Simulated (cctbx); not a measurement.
## Interatomic vectors of Rb3SiI7

Space group P4/mbm (no. 127), a = 10.4930 Å, b = 10.4930 Å, c = 7.4940 Å, α = 90.00°, β = 90.00°, γ = 90.00°, content I14 Rb6 Si2.

The data are simulated with cctbx, not measured: synchrotron X-rays, λ = 0.6889 Å, to d = 0.65 Å, 50 % of the full sphere, strongest reflection 20000 counts, noise from counting, a 4 % proportional error and a noise floor of 15 counts (s.d.); no absorption.

Patterson synthesis from sharpened amplitudes, origin scaled to 1000:

```text
Patterson group P 4/m m m
      u       v       w   height  length (A)
  0.000   0.000   0.000   1000.0     0.00
  0.000   0.000   0.426    230.7     3.19
  0.285   0.500   0.000    225.2     6.04
  0.500   0.500   0.000    168.0     7.42
  0.500   0.500   0.500    160.8     8.31
  0.201   0.500   0.000    120.7     5.65
  0.148   0.353   0.500    118.3     5.49
  0.458   0.458   0.211    116.9     6.98
  0.109   0.392   0.288    116.4     4.79
  0.042   0.255   0.211    116.2     3.14
  0.243   0.243   0.210    113.5     3.93
  0.284   0.500   0.421    112.0     6.81
  0.217   0.217   0.000    110.3     3.23
  0.091   0.308   0.288     86.5     4.01
```

**Question.** Which atom pairs make the peaks, and where is the heaviest atom?

A peak at u stands for all pairs with xi − xj = u, with weight Σ ZiZj against Σ Z² = 47932 at the origin. Peak heights follow these weights only roughly, since form factors, motion and series ripples differ, all vectors within 0.55 Å of a peak are counted as merged into it though the farther ones add only part of their weight, and F(000) is left out, which lowers the whole map:

| u | v | w | shortest length (Å) | height | 1000 ΣZiZj/ΣZ² | pairs in the cell |
| --- | --- | --- | --- | --- | --- | --- |
| 0.000 | 0.000 | 0.426 | 3.19 | 231 | 234 | 4 × I–I |
| 0.285 | 0.500 | 0.000 | 6.04 | 225 | 234 | 4 × I–I |
| 0.500 | 0.500 | 0.000 | 7.42 | 168 | 183 | 2 × I–I, 2 × Rb–Rb, 2 × Si–Si |
| 0.500 | 0.500 | 0.500 | 8.31 | 161 | 164 | 4 × I–Rb |
| 0.201 | 0.500 | 0.000 | 5.65 | 121 | 117 | 2 × I–I |
| 0.148 | 0.353 | 0.500 | 5.49 | 118 | 117 | 2 × I–I |
| 0.458 | 0.458 | 0.211 | 6.98 | 117 | 117 | 2 × I–I |
| 0.109 | 0.392 | 0.288 | 4.78 | 116 | 117 | 2 × I–I |
| 0.042 | 0.255 | 0.211 | 3.14 | 116 | 117 | 2 × I–I |
| 0.243 | 0.243 | 0.210 | 3.93 | 114 | 117 | 2 × I–I |

The table stops at ten peaks or at a height of 45, below which ripples compete. In the model behind the data I, the heaviest element, has 3 independent sites: (1/2, 1/2, 1/2), (0.8512, 0.6488, 0) and (0.1082, 0.6082, 0.7888), up to an allowed shift of origin; the I–I vectors are differences of these positions and their symmetry mates. The whole model:

| atom | mult. | x | y | z | Ueq (Å²) |
| --- | --- | --- | --- | --- | --- |
| I1 | 2 | 1/2 | 1/2 | 1/2 | 0.0040 |
| I2 | 4 | 0.8512 | 0.6488 | 0 | 0.0026 |
| I3 | 8 | 0.1082 | 0.6082 | 0.7888 | 0.0032 |
| Rb1 | 4 | 0.8029 | 0.6971 | 1/2 | 0.0032 |
| Rb2 | 2 | 1/2 | 1/2 | 0 | 0.0041 |
| Si1 | 2 | 1/2 | 0 | 0 | 0.0047 |

This is a model crystal, built by substitution and not relaxed, with assumed displacement parameters.

[Logs are printed without paths, hosts, clocks, repeated set-up lines and the standing remarks that a program may print on its own settings, such as how far it seeks lower states.]
